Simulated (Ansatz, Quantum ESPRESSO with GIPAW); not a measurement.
# C5H8O3: which site gives which 13C line?

The values are calculated: DFT, PBEsol, plane-wave PAW (pslibrary 1.0.0 recipes), scalar-relativistic, GIPAW shieldings (Quantum ESPRESSO with GIPAW, a patched development version). Reference lines, from the same functional and files: 13C: δ = (162.2 − σ), zero at TMS, fitted to 6 measured values, from C, KHCO3, Li2CO3, MgCO3, Na2CO3 and SiC, with a scatter of 0.77 ppm r.m.s., on σ without the shape term. Kinds of site that fitted badly were split off after the misses were seen, so the scatter is that of the points kept. Spans are on the shift scale.

```
O C H
1.0
     5.66060   -3.42525    0.00000
     5.66060    3.42525    0.00000
    -1.35314    0.00000    7.19018
O C H
6 10 16
Direct
  0.47215 0.36026 0.64307
  0.63974 0.52785 0.85693
  0.52785 0.63974 0.35693
  0.36026 0.47215 0.14307
  0.26873 0.73127 0.75000
  0.73127 0.26873 0.25000
  0.70082 0.17629 0.68388
  0.82371 0.29918 0.81612
  0.29918 0.82371 0.31612
  0.17629 0.70082 0.18388
  0.68494 0.98961 0.76482
  0.01039 0.31506 0.73518
  0.31506 0.01039 0.23518
  0.98961 0.68494 0.26482
  0.44617 0.55383 0.75000
  0.55383 0.44617 0.25000
  0.77693 0.11496 0.55010
  0.88504 0.22307 0.94990
  0.22307 0.88504 0.44990
  0.11496 0.77693 0.05010
  0.61164 0.05248 0.89956
  0.94752 0.38836 0.60044
  0.38836 0.94752 0.10044
  0.05248 0.61164 0.39956
  0.85869 0.84779 0.78584
  0.15221 0.14131 0.71416
  0.14131 0.15221 0.21416
  0.84779 0.85869 0.28584
  0.57990 0.92140 0.66958
  0.07860 0.42010 0.83042
  0.42010 0.07860 0.33042
  0.92140 0.57990 0.16958
```

The cell is an entry of the Crystallography Open Database; it need not be the form that is stable at ambient conditions. The coordinates shown are those after relaxation (atoms relaxed).

The C sites:

```csv
site,atom no.,atoms in cell,site symmetry,surroundings,bonds (Å)
C(1),7,4,1,COC2H,1.10 to 1.54
C(2),11,4,1,CCH3,1.10 to 1.50
C(3),15,2,2,CO3,1.22 to 1.34
```

The lines to be assigned:

```csv
line,δ_iso (ppm),relative area,span (ppm),skew
A,156.8,1,136.6,-0.14
B,80.7,2,75.5,0.58
C,15.0,2,30.4,0.40
```

Simulated spectrum: 13C static powder, 9.4 T (100.7 MHz), lines broadened by 4.6 ppm; rigid lattice, with dipolar and J couplings left out.

```tsv
δ (ppm)	intensity
255.9	0.00
247.0	0.00
238.1	0.00
229.3	0.02
221.1	0.05
212.2	0.05
203.4	0.06
195.2	0.06
186.3	0.06
177.5	0.07
169.3	0.08
160.4	0.09
151.5	0.14
150.2	0.14
142.7	0.10
134.5	0.08
125.6	0.08
116.8	0.08
108.6	0.33
99.7	0.47
95.6	0.58
90.9	0.41
82.7	0.28
73.8	0.23
64.9	0.20
56.1	0.18
47.9	0.16
39.0	0.15
30.2	0.13
22.0	0.85
19.3	1.00
13.1	0.66
4.3	0.45
-3.9	0.09
-12.8	0.01
-21.7	0.00
-29.8	0.00
```

Most prominent maxima (ppm: height): 95.6: 0.58, 19.3: 1.00.

**Question.** Which site gives which line?

A: A is C(3) (CO3); B is C(1) (COC2H); C is C(2) (CCH3). The areas settle A, whose multiplicities are unique. The bonded neighbours set the region: A with O3; B with OC2H; C with CH3.

[Banner, clock, file and message-heading lines were taken out of the pw.x and gipaw.x logs.]

[Logs are printed without paths, hosts, clocks, repeated set-up lines and the standing remarks that a program may print on its own settings, such as how far it seeks lower states.]

[Hosts, paths, dates, database ids (printed as entryN), source tags and the programs' standing remarks are cut or masked in the printed files.]
